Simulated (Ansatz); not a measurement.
# Lattice dynamics of NaMgBr3 (model cell, started as cubic perovskite with Mg in the octahedra), part 2 of 2

Task: relax NaMgBr3 (model cell, started as cubic perovskite with Mg in the octahedra), then find its harmonic phonons.

Ansatz 0.2.0; DFT PBE, scalar-relativistic, plane waves, PAW.

So far. Step 3 (Tight relaxation): The forces vanish by symmetry and the pressure is 0.005 GPa, within the tolerances set. The cell now holds 30.00 Å³/atom. The relaxed cell has a = 5.313 Å (conventional setting).

The structure was built from a prototype and need not be the compound's stable phase.

**4. Linear response at the zone centre**

The zone centre comes first: it holds the modes that light can see, as far as symmetry allows. The response to a homogeneous field gives the Born charges and the dielectric tensor.

Input file input.yaml:

```yaml
crystal:
  lattice:
    - [5.3131069714, 0.0, 0.0]
    - [0.0, 5.3131069714, 0.0]
    - [0.0, 0.0, 5.3131069714]
  atoms:
    - { symbol: Na, position: [0.0, 0.0, 0.0] }
    - { symbol: Mg, position: [0.5, 0.5, 0.5] }
    - { symbol: Br, position: [0.5, 0.5, 0.0] }
    - { symbol: Br, position: [0.5, 0.0, 0.5] }
    - { symbol: Br, position: [0.0, 0.5, 0.5] }
kpoints:
  mp_grid: { grid: [4, 4, 4] }
hamiltonian:
  xc: pbe
scf:
  occupations: { method: fixed }
output:
  eigenvalues: true
phonons:
  method: dfpt
  dielectric: true
  rigid_motions: translations
```

Run with:

```console
> ansatz run input.yaml --threads 4 --pin off --max-ram 14336MiB --backend cpu --events-out ev --progress --plain --runs-dir out
```

Numbers of over 12 decimals in the logs are rounded to 6 here.

Log:

```text
[...]
Crystal: 5 atoms, lattice volume = 149.984 Å³
Basis set: ecut = 420 eV, 2945 PW (Γ), exchange–correlation on 72×72×72 points (8 copies of the dense FFT grid, shifted against one another)
Bands: 25, of which v1, the nominal top of the filled ones, is band 20 counted from 1 (19 counted from 0)
Symmetry: 48 space group operations
k-points: 30 of 64 (irreducible under 2 space group operations, time reversal used)
[...]
SCF iter   1: F=—  HF=-11766.626869 eV  |F-HF|=—  |Δ(HF+E_count)|=         —  Δρ=5.11e-4  dr2=9.98e-4  ethr=1.77e-3  ⟨swp⟩=7.0  Hψ=3423  notcnv=0  defer=80
[...]
SCF iter   8: F=-11766.626440 eV  HF=-11766.626440 eV  |F-HF|=1.27e-11  |Δ(HF+E_count)|=  4.06e-10  Δρ=2.04e-7  dr2=6.04e-11  ethr=1.00e-12  ⟨swp⟩=14.9  Hψ=5503  notcnv=0
SCF 1 converged in 8 iterations: F = -11766.626440 eV  dr2 = 6.04e-11
[...]
DFPT response loops at Γ: preconditioner auto → none (the input reference at scf.mixing.eps_inf says where Resta's filter doesn't serve); β = 0.50; Broyden in place of MSR1
── the response to a field inside a basis, on 4×4×4 k-points: an SCF that follows is theirs, and a resumed run solves both again ──
Bands: 21, of which v1, the nominal top of the filled ones, is band 20 counted from 1 (19 counted from 0)
k-points: 4 of 64
[...]
Eigensolver: Dense (4 Hₖ)
SCF iter   1: F=—  HF=-11766.618640 eV  |F-HF|=—  |Δ(HF+E_count)|=         —  Δρ=7.10e-5  dr2=1.60e-6  ethr=1.00e-1
[...]
SCF iter   3: F=-11766.618649 eV  HF=-11766.618649 eV  |F-HF|=1.17e-8  |Δ(HF+E_count)|=   2.64e-6  Δρ=3.67e-6  dr2=1.08e-8  ethr=1.25e-9
SCF 1 converged in 3 iterations: F = -11766.618649 eV  dr2 = 1.08e-8
[...]
WARN: field response: ε∞ stands inside a basis, on 4×4×4 points; the force constants stand on the 4×4×4 k-mesh, whose period is 12.53 times the interband length at k = (0.0000, 0.0000, 0.0000), direct gap 3.277 eV, under 14: take them and everything formed from them as unconverged, and compare with a denser kpoints.mp_grid
SCF converged after 8 iterations
Free energy (F): -11766.626440 eV
[...]
Internal energy: -11766.626440 eV  (E = F + TS)
E sigma→0 (E₀):  -11766.626440 eV
Fermi energy:    1.941206 eV
[...]
--- Band table (eV; the first three rows and the last of 30) ---
  k-point 0: bands = [... 16 lower, 1.1466, 1.4161, 1.4161, 1.4161, 4.6935, 5.1501, 8.9902, 8.9902, ... 1 higher]
  k-point 1: bands = [... 16 lower, 0.9565, 1.0370, 1.3383, 1.3383, 5.6229, 5.8479, 8.6408, 9.1949, ... 1 higher]
  k-point 2: bands = [... 16 lower, 0.6811, 0.9338, 1.3236, 1.3236, 6.9325, 6.9746, 7.5070, 9.4786, ... 1 higher]
  k-point 29: bands = [... 16 lower, 0.8385, 1.9412, 1.9412, 1.9412, 5.8272, 7.7971, 7.7971, 7.7971, ... 1 higher]
--- Phonons (Γ-DFPT): 4 representative perturbations + reference, on 30 of 64 k-points (Σ response iterations 12) ---
  k mesh reduced under 2 symmetry operations, with k and −k counted as one. Each operation leaves every solved perturbation unchanged. A smaller set is not considered because the run solves the response to a homogeneous field
  ASR residual: 3.678e-4 → 0.000e0 eV/Å²; symmetrization residual: 4.613e-6 eV/Å²
  ASR residual per site (eV/Å²): 3.68e-4 1.55e-4 1.41e-4 1.41e-4 1.41e-4
  Γ frequencies (cm⁻¹): -78.87 -78.87 -78.87 0.00 0.00 0.00 24.95 24.95 24.95 84.53 84.53 84.53 202.97 202.97 202.97
  ε∞ (high-frequency dielectric tensor):
        3.154339     0.000000     0.000000
        0.000000     3.154339     0.000000
        0.000000     0.000000     3.154339
  softest optical mode at Γ: -78.87 cm⁻¹; the repairs (sum rule, projections) moved no ω² at Γ by more than (2.27 cm⁻¹)²
  Born effective charges Z* (e; rows j = field, columns β = displacement):
    site 0:
         1.36612   -0.00000   -0.00000
        -0.00000    1.36612    0.00000
        -0.00000    0.00000    1.36612
    site 1:
         2.43552   -0.00000    0.00000
        -0.00000    2.43552    0.00000
        -0.00000    0.00000    2.43552
    site 2:
        -0.85137    0.00000   -0.00000
        -0.00000   -0.85137    0.00000
        -0.00000    0.00000   -2.09890
    site 3:
        -0.85137    0.00000    0.00000
         0.00000   -2.09890    0.00000
         0.00000    0.00000   -0.85137
    site 4:
        -2.09890   -0.00000   -0.00000
        -0.00000   -0.85137    0.00000
        -0.00000    0.00000   -0.85137
  Z* charge neutrality: 1.922e-3 e pre-enforcement
  solved inside a basis spanned on kpoints, on 4×4×4 k-points, its susceptibility summed on 8×8×8: ε∞ is read to err by 6.6e-3, Z* by 1.1e-2 e (field_mesh: kpoints solves on kpoints); Z* is corrected for what the basis lacks
  optical modes at Γ without the LO–TO term, one row a degenerate level:
      ω (cm⁻¹)  modes    IR ((D/Å)²/amu)
        -78.87      3             7.8238
         24.95      3             0.0000
         84.53      3             2.0281
        202.97      3            17.7300
  optical modes at Γ + LO–TO along q̂ = [1.0000, 0.0000, 0.0000]:
      ω (cm⁻¹)  modes    IR ((D/Å)²/amu)
        -78.87      2             5.2158
        -21.40      1             0.5254
         24.95      3             0.0000
         84.53      2             1.3521
         99.33      1             0.4584
        202.97      2            11.8200
        272.32      1             8.2102
  optical modes at Γ + LO–TO along q̂ = [0.0000, 1.0000, 0.0000]:
      ω (cm⁻¹)  modes    IR ((D/Å)²/amu)
        -78.87      2             5.2158
        -21.40      1             0.5254
         24.95      3             0.0000
         84.53      2             1.3521
         99.33      1             0.4584
        202.97      2            11.8200
        272.32      1             8.2102
  optical modes at Γ + LO–TO along q̂ = [0.0000, 0.0000, 1.0000]:
      ω (cm⁻¹)  modes    IR ((D/Å)²/amu)
        -78.87      2             5.2158
        -21.40      1             0.5254
         24.95      3             0.0000
         84.53      2             1.3521
         99.33      1             0.4584
        202.97      2            11.8200
        272.32      1             8.2102
```

Wall time 20 s (4 threads of Arm Neoverse V2, shared host); peak memory 0.8 GiB.

Numbers from this step:

| Item | Value |
| --- | --- |
| sum-rule residual before enforcement | 3.68e-4 eV/Å² |
| miss of the charge sum rule | 0.001922 e |
| estimated error of the dielectric tensor | 0.006634 |
| estimated error of the Born charges | 0.01136 e |
| point group | m-3m |
| highest optical mode at the zone centre (no LO-TO term) | 203.0 cm⁻¹ |
| lowest optical zone-centre mode | -78.87 cm⁻¹ |
| mean high-frequency dielectric constant | 3.154 |
| largest Born charge (third of the trace) | 2.436 e |
| top of the zone-centre spectrum with the field | 272.3 cm⁻¹ |

Without the LO-TO term. Patterns of degenerate modes are one choice out of their space. The modes at Γ (shares of kinetic energy by element, %) (negative means imaginary):

| mode | frequency (cm⁻¹) | symmetry | Na % | Mg % | Br % |
| --- | --- | --- | --- | --- | --- |
| 1 | -78.9 | T1u | 89 | 0 | 11 |
| 2 | -78.9 | T1u | 89 | 0 | 11 |
| 3 | -78.9 | T1u | 89 | 0 | 11 |
| 4 | 0.0 | acoustic | 8 | 8 | 84 |
| 5 | 0.0 | acoustic | 8 | 8 | 84 |
| 6 | 0.0 | acoustic | 8 | 8 | 84 |
| 7 | 24.9 | T2u | 0 | 0 | 100 |
| 8 | 24.9 | T2u | 0 | 0 | 100 |
| 9 | 24.9 | T2u | 0 | 0 | 100 |
| 10 | 84.5 | T1u | 3 | 33 | 64 |
| 11 | 84.5 | T1u | 3 | 33 | 64 |
| 12 | 84.5 | T1u | 3 | 33 | 64 |
| 13 | 203.0 | T1u | 0 | 59 | 41 |
| 14 | 203.0 | T1u | 0 | 59 | 41 |
| 15 | 203.0 | T1u | 0 | 59 | 41 |

Displacements in mode 1 (-78.9 cm⁻¹), the largest set to 1:
```
Na1  1.00 -0.08 -0.13
Mg2  0.02  0.00  0.00
Br3 -0.13  0.01  0.00
Br4 -0.13  0.00  0.02
Br5 -0.03  0.01  0.02
```

Displacements in mode 11 (84.5 cm⁻¹), the largest set to 1:
```
Na1 -0.32  0.00  0.01
Mg2  1.00 -0.01 -0.02
Br3 -0.38  0.00 -0.01
Br4 -0.38  0.00  0.01
Br5  0.55  0.00  0.01
```

Optical modes at the zone centre, without and with the macroscopic field of the longitudinal modes; each column is sorted by frequency, so a row need not hold one and the same mode. Modes with and without the field, by row:

| rank among optical modes | no field (cm⁻¹) | q along (1, 0, 0) (cm⁻¹) |
| --- | --- | --- |
| 1 | -78.9 | -78.9 |
| 2 | -78.9 | -78.9 |
| 3 | -78.9 | -21.4 |
| 4 | 24.9 | 24.9 |
| 5 | 24.9 | 24.9 |
| 6 | 24.9 | 24.9 |
| 7 | 84.5 | 84.5 |
| 8 | 84.5 | 84.5 |
| 9 | 84.5 | 99.3 |
| 10 | 203 | 203 |
| 11 | 203 | 203 |
| 12 | 203 | 272.3 |

Born charge (rows field, columns displacement) (e), principal values of the symmetric part by kind of site:

| atom | atoms with these values | low | middle | high | mean |
| --- | --- | --- | --- | --- | --- |
| Na1 | 1 | 1.37 | 1.37 | 1.37 | 1.37 |
| Mg2 | 1 | 2.44 | 2.44 | 2.44 | 2.44 |
| Br3 | 3 | -2.10 | -0.85 | -0.85 | -1.27 |

In full for Mg2:

```
2.44 0.00 0.00
0.00 2.44 0.00
0.00 0.00 2.44
```

High-frequency dielectric tensor:

```
3.15 0.00 0.00
0.00 3.15 0.00
0.00 0.00 3.15
```

Transverse modes; imaginary modes are left out. Lines of the infrared spectrum (strongest = 100):

| position (cm⁻¹) | label | relative intensity |
| --- | --- | --- |
| 25 | T2u | 0.0 |
| 84 | T1u | 11 |
| 203 | T1u | 100 |

Before it was imposed, the acoustic sum rule was missed by 3.7e-4 eV/Å² and the charge sum rule by 0.0019 e. Small misses are needed for a sound result but don't prove that mesh and cutoff are converged. The lowest optical mode is imaginary, 78.9i cm⁻¹, so the energy falls along it.

The log warns of the k mesh: “the force constants stand on the 4×4×4 k-mesh, whose period is 12.53 times the interband length at k = (0.0000, 0.0000, 0.0000), direct gap 3.277 eV, under 14: take them and everything formed from them as unconverged”.

**5. The dispersion**

Stability and thermal properties need the whole zone. Linear response on a 2×2×2 q mesh gives force constants as far as a supercell of that size would, and the tensors from the zone-centre run are typed in so that the long-range dipole term is interpolated apart.

input.yaml, the sections that differ from step 4:

```yaml
phonons:
  method: dfpt
  qmesh: [2, 2, 2]
  temperatures: { t_max: 1000, t_step: 50 }
  qpath:
    path:
      - [[0.0, 0.0, 0.0], [0.0, 0.5, 0.0], [0.5, 0.5, 0.0], [0.0, 0.0, 0.0], [0.5, 0.5, 0.5], [0.0, 0.5, 0.0]]
      - [[0.5, 0.5, 0.5], [0.5, 0.5, 0.0]]
    npoints: 10
  non_analytic_term:
    high_frequency_dielectric_tensor: [[3.1543, 0.0, 0.0], [0.0, 3.1543, 0.0], [0.0, 0.0, 3.1543]]
    born_effective_charges:
      - { species: Na, tensor: [[1.3661, 0.0, 0.0], [0.0, 1.3661, 0.0], [0.0, 0.0, 1.3661]] }
      - { species: Mg, tensor: [[2.4355, 0.0, 0.0], [0.0, 2.4355, 0.0], [0.0, 0.0, 2.4355]] }
      - { species: Br, tensor: [[-0.8514, 0.0, 0.0], [0.0, -0.8514, 0.0], [0.0, 0.0, -2.0989]] }
      - { species: Br, tensor: [[-0.8514, 0.0, 0.0], [0.0, -2.0989, 0.0], [0.0, 0.0, -0.8514]] }
      - { species: Br, tensor: [[-2.0989, 0.0, 0.0], [0.0, -0.8514, 0.0], [0.0, 0.0, -0.8514]] }
    source: "zone-centre run at this cell"
# crystal, kpoints, hamiltonian, scf, output: as in step 4
```

Log:

```text
[...]
Crystal: 5 atoms, lattice volume = 149.984 Å³
Basis set: ecut = 420 eV, 2945 PW (Γ), exchange–correlation on 72×72×72 points (8 copies of the dense FFT grid, shifted against one another)
Bands: 25, of which v1, the nominal top of the filled ones, is band 20 counted from 1 (19 counted from 0)
Symmetry: 48 space group operations
k-points: 10 of 64
[...]
SCF iter   1: F=—  HF=-11766.626827 eV  |F-HF|=—  |Δ(HF+E_count)|=         —  Δρ=5.11e-4  dr2=9.98e-4  ethr=1.77e-3  ⟨swp⟩=6.9  Hψ=1131  notcnv=0  defer=26
[...]
SCF iter   9: F=-11766.626440 eV  HF=-11766.626440 eV  |F-HF|=7.28e-12  |Δ(HF+E_count)|=  1.46e-11  Δρ=5.48e-8  dr2=4.84e-12  ethr=1.00e-12  ⟨swp⟩=13.7  Hψ=1645  notcnv=0
SCF 1 converged in 9 iterations: F = -11766.626440 eV  dr2 = 4.84e-12
[...]
NSCF: frozen V_eff on 10 k-points
[...]
DFPT response loops at q = (0, 0, 0) (fractional): preconditioner auto → none (the input reference at scf.mixing.eps_inf says where Resta's filter doesn't serve); β = 0.50; Broyden in place of MSR1
[...]
SCF converged after 9 iterations
Free energy (F): -11766.626440 eV
[...]
Internal energy: -11766.626440 eV  (E = F + TS)
E sigma→0 (E₀):  -11766.626440 eV
Fermi energy:    1.941206 eV
[...]
--- Band table (eV; the first three rows and the last of 10) ---
  k-point 0: bands = [... 16 lower, 1.1466, 1.4161, 1.4161, 1.4161, 4.6935, 5.1501, 8.9902, 8.9902, ... 1 higher]
  k-point 1: bands = [... 16 lower, 0.9565, 1.0370, 1.3383, 1.3383, 5.6229, 5.8479, 8.6408, 9.1949, ... 1 higher]
  k-point 2: bands = [... 16 lower, 0.6811, 0.9338, 1.3236, 1.3236, 6.9325, 6.9746, 7.5070, 9.4786, ... 1 higher]
  k-point 9: bands = [... 16 lower, 0.8385, 1.9412, 1.9412, 1.9412, 5.8272, 7.7971, 7.7971, 7.7971, ... 1 higher]
--- Phonons (Γ-DFPT): 4 representative perturbations + reference (Σ response iterations 12) ---
  ASR residual: 1.288e-4 → 0.000e0 eV/Å²; symmetrization residual: 4.860e-6 eV/Å²
  ASR residual per site (eV/Å²): 1.73e-5 1.29e-4 3.87e-5 3.87e-5 3.87e-5
[...]
--- Phonons (arbitrary-q DFPT): 4 irreducible q on the 2×2×2 mesh ---
  q = [0.0000, 0.0000, 0.0000] (star 1, of the zone-centre solve; hermiticity 1.80e-6, symmetrization 9.17e-13): -78.87 -78.87 -78.87 -0.00 0.00 0.00 24.95 24.95 24.95 84.53 84.53 84.53 202.97 202.97 202.97
  q = [0.0000, 0.0000, -0.5000] (star 3, 9 solved perturbations in 216 linear systems a pass and spin channel, the states on 27 of 64 k-point pairs; hermiticity 9.58e-7, symmetrization 2.01e-8): -73.21 -73.21 11.53 11.53 31.69 50.15 50.15 56.88 63.02 86.34 86.34 163.87 202.29 202.29 240.36
[...]
sum rule: each row above includes the acoustic sum rule's correction from the zone centre's row sums; it moved no ω² by more than (1.20 cm⁻¹)²
  mesh force constants: q→R imaginary residual 4.19e-18; ASR residual 1.288e-4 → 0.000e0 eV/Å²; symmetrization residual 7.105e-15 eV/Å²
  interpolated dispersion: 63 rows × 15 modes
  density of states and harmonic sums: on the 12×12×12 q-mesh, interpolated from the force constants of a 2×2×2 supercell (with the dipole–dipole term of supplied tensors)
  largest difference from the sums on the solved wave vectors: F 2.24e-1 eV, S 2.87e-4 and C_V 6.90e-5 eV/K
  zero-point energy: 0.078925 eV/cell   skipped modes (ω ≤ 0): 369, of them read as no rigid motion or as one in doubt: 366 (4.482e0 modes/cell left out, lowest -78.87 cm⁻¹)   left out of the sums: 2.99e-1 of the cell's modes: C_V's classical limit lies that fraction below 3 k_B per atom; for a crystal, a wire or a layer, F and S can be off by more, and a phonons.interpolated_qmesh denser along its periods is the remedy for the sampling
```

It took 47 s on 4 threads; peak memory 0.68 GiB.

This step gave:

* sum-rule residual before enforcement: 1.29e-4 eV/Å²
* lowest frequency on the path: -78.87 cm⁻¹
* highest frequency on the path or at a solved wavevector: 272.3 cm⁻¹
* lowest mode on the q mesh (acoustic modes at Γ apart): -78.87 cm⁻¹

Frequencies (cm⁻¹) solved at each irreducible wavevector; negative means imaginary. Frequencies by wavevector, by row:

| q in reciprocal lattice units | star | mode 1 | mode 2 | mode 3 | mode 4 | mode 13 | mode 14 | mode 15 |
| --- | --- | --- | --- | --- | --- | --- | --- | --- |
| 0 0 0 | 1 | -78.9 | -78.9 | -78.9 | 0 | 203 | 203 | 203 |
| 0 0 -0.5 | 3 | -73.2 | -73.2 | 11.5 | 11.5 | 202.3 | 202.3 | 240.4 |
| 0 -0.5 -0.5 | 3 | -67.9 | -67.9 | -64.9 | -57.8 | 201.8 | 248.6 | 248.6 |
| -0.5 -0.5 -0.5 | 1 | -74.3 | -74.3 | -74.3 | -58 | 253.3 | 253.3 | 253.3 |

Interpolated from a 2×2×2 q mesh, with the LO-TO term (at Γ the limit along the path; where Γ stands inside the path, tables give the limit on arrival). The phonon branches at the labelled points (cm⁻¹):

| point | branch 1 | branch 2 | branch 3 | branch 4 | branch 12 | branch 13 | branch 14 | branch 15 |
| --- | --- | --- | --- | --- | --- | --- | --- | --- |
| Γ | -79 | -79 | -21 | 0 | 99 | 203 | 203 | 272 |
| halfway | -76 | -76 | 15 | 15 | 124 | 203 | 203 | 260 |
| X | -73 | -73 | 12 | 12 | 164 | 202 | 202 | 240 |
| halfway | -72 | -69 | -45 | -39 | 156 | 202 | 229 | 244 |
| M | -68 | -68 | -65 | -58 | 173 | 202 | 249 | 249 |
| halfway | -73 | -71 | -41 | -28 | 134 | 202 | 209 | 257 |
| Γ | -79 | -79 | -21 | 0 | 99 | 203 | 203 | 272 |
| halfway | -71 | -71 | -50 | -33 | 144 | 214 | 214 | 255 |
| R | -74 | -74 | -74 | -58 | 185 | 253 | 253 | 253 |
| halfway | -71 | -70 | -58 | -44 | 159 | 218 | 236 | 247 |
| X | -73 | -73 | 12 | 12 | 164 | 202 | 202 | 240 |
| jump to R | -74 | -74 | -74 | -58 | 185 | 253 | 253 | 253 |
| halfway | -70 | -70 | -70 | -58 | 173 | 228 | 251 | 251 |
| M | -68 | -68 | -65 | -58 | 173 | 202 | 249 | 249 |

Tetrahedra on a 12×12×12 mesh, mean over bins of 5 cm-1. Interpolated from a 2×2×2 q mesh. Table of phonon density of states by wavenumber; read off at these points:

| wavenumber (cm⁻¹) | phonon density of states (1/cm⁻¹/cell) |
| --- | --- |
| -78 | 0.0269 |
| -72 | 0.296 |
| -62 | 0.0248 |
| -42 | 0.0491 |
| -28 | 0.0348 |
| -12 | 0.0224 |
| 8 | 0.0238 |
| 22 | 0.0456 |
| 38 | 0.0526 |
| 58 | 0.0633 |
| 72 | 0.0735 |
| 78 | 0.0783 |
| 88 | 0.0457 |
| 108 | 0.0892 |
| 112 | 0.122 |
| 122 | 0.00597 |
| 138 | 0.0106 |
| 158 | 0.0239 |
| 172 | 0.00933 |
| 188 | 0 |
| 202 | 0.133 |
| 208 | 0.0582 |
| 222 | 0.0267 |
| 238 | 0.0227 |
| 248 | 0.0924 |
| 258 | 0.0216 |
| 272 | 5.0e-4 |

The partial phonon density of states has structure finer than the step of the table below, so its rows give means over 10 cm⁻¹, whole bins alone (the curve runs from -88.9 to 289 cm⁻¹). Peaks (cm⁻¹: height): Br -50.9: 0.0416, -41.4: 0.0466, -20.0: 0.0448, 32.3: 0.0540, 79.8: 0.0747, 96.4: 0.0413, 110.6: 0.0991; Mg 96.4: 0.0180, 203.3: 0.0755, 248.4: 0.0803; Na -72.2: 0.204.

Phonopy on the run's constants, 11x11x11 mesh, Gaussian sigma 2.7 cm-1. Interpolated from a 2×2×2 q mesh. Partial phonon density of states against wavenumber; means over each step; values in 1/cm⁻¹/cell:

| wavenumber (cm⁻¹) | Br | Mg | Na |
| --- | --- | --- | --- |
| -80 | 0.00403 | 1.0e-4 | 0.0313 |
| -70 | 0.0210 | 7.4e-4 | 0.150 |
| -60 | 0.0147 | 3.0e-4 | 0.0245 |
| -50 | 0.0357 | 3.3e-4 | 0.0159 |
| -40 | 0.0390 | 2.7e-4 | 0.0106 |
| -30 | 0.0264 | 2.3e-4 | 0.00960 |
| -20 | 0.0374 | 1.7e-4 | 0.00467 |
| -10 | 0.0105 | 6.4e-5 | 0.00258 |
| 0 | 0.00408 | 4.8e-5 | 0.00113 |
| 10 | 0.0266 | 4.2e-4 | 0.00230 |
| 20 | 0.0434 | 7.7e-4 | 0.00249 |
| 30 | 0.0491 | 7.7e-4 | 0.00392 |
| 40 | 0.0418 | 1.0e-3 | 0.00642 |
| 50 | 0.0456 | 0.00161 | 0.00943 |
| 60 | 0.0580 | 0.00143 | 0.00710 |
| 70 | 0.0674 | 9.6e-4 | 0.00456 |
| 80 | 0.0696 | 0.00285 | 0.00329 |
| 90 | 0.0366 | 0.0136 | 0.00122 |
| 100 | 0.0326 | 0.0104 | 0.00114 |
| 110 | 0.0810 | 0.00812 | 0.00211 |
| 120 | 0.0229 | 0.00201 | 8.2e-4 |
| 130 | 0.00803 | 0.00173 | 8.4e-5 |
| 140 | 0.00986 | 0.00190 | 1.1e-4 |
| 150 | 0.0216 | 0.00377 | 2.5e-4 |
| 160 | 0.0199 | 0.00301 | 1.6e-4 |
| 170 | 0.0137 | 0.00161 | 7.5e-6 |
| 180 | 0.00406 | 2.8e-4 | 0 |
| 190 | 4.6e-4 | 2.6e-4 | 0 |
| 200 | 0.0200 | 0.0383 | 3.5e-5 |
| 210 | 0.0147 | 0.0408 | 1.8e-4 |
| 220 | 0.00450 | 0.0231 | 2.7e-4 |
| 230 | 0.00260 | 0.0212 | 3.0e-4 |
| 240 | 0.00175 | 0.0328 | 4.7e-4 |
| 250 | 0.00592 | 0.0658 | 0.00137 |
| 260 | 0.00417 | 0.0162 | 6.8e-4 |
| 270 | 0.00116 | 0.00318 | 1.9e-4 |
| 280 | 1.9e-5 | 5.2e-5 | 2.8e-6 |

Symmetry leaves 4 wavevectors to solve. The lowest mode among them, the acoustic zeros apart, lies at Γ and is imaginary, 78.9i cm⁻¹, so the energy falls along it.

**6. What came out**

```yaml
space_group_after_relaxation_within_0p01_a: Pm-3m
volume_per_atom: 30.0 Å³
gap_on_the_k_mesh: 2.75 eV
highest_optical_mode_at_the_zone_centre_no_lo_to_term: 203 cm⁻¹
top_of_the_zone_centre_spectrum_with_the_field: 272 cm⁻¹
lowest_optical_zone_centre_mode: -78.9 cm⁻¹
mean_high_frequency_dielectric_constant: 3.15
largest_born_charge_third_of_the_trace: 2.44 e
lowest_mode_on_the_q_mesh_acoustic_modes_at_gamma_apart: -78.9 cm⁻¹
highest_frequency_on_the_path_or_at_a_solved_wavevector: 272 cm⁻¹
imaginary_modes_on_the_2x2x2_q_mesh: yes
```

**Reading.** Modes are clearly imaginary (beyond 10i cm⁻¹) at 4 of the 4 irreducible wavevectors, most at Γ (78.9i cm⁻¹), so this structure is not a minimum of the energy. Without the field, the optical modes at Γ span -79 to 203 cm⁻¹ (negative means imaginary). With the macroscopic field of the longitudinal modes the top of the zone-centre spectrum lies at 272 cm⁻¹, against 203 cm⁻¹ without it. Among the real modes, the strongest infrared line is at 203 cm⁻¹. With the field response the log warns that the k mesh is coarse for the force constants too, so the frequencies may not be converged. The starting cell was built on a prototype and not taken from a measurement, so the phase need not exist. These are harmonic frequencies at zero temperature: anharmonic shifts, linewidths and thermal expansion are left out.

[Logs are printed without paths, hosts, clocks, repeated set-up lines and the standing remarks that a program may print on its own settings, such as how far it seeks lower states.]

[Hosts, paths, dates, database ids (printed as entryN), source tags and the programs' standing remarks are cut or masked in the printed files.]
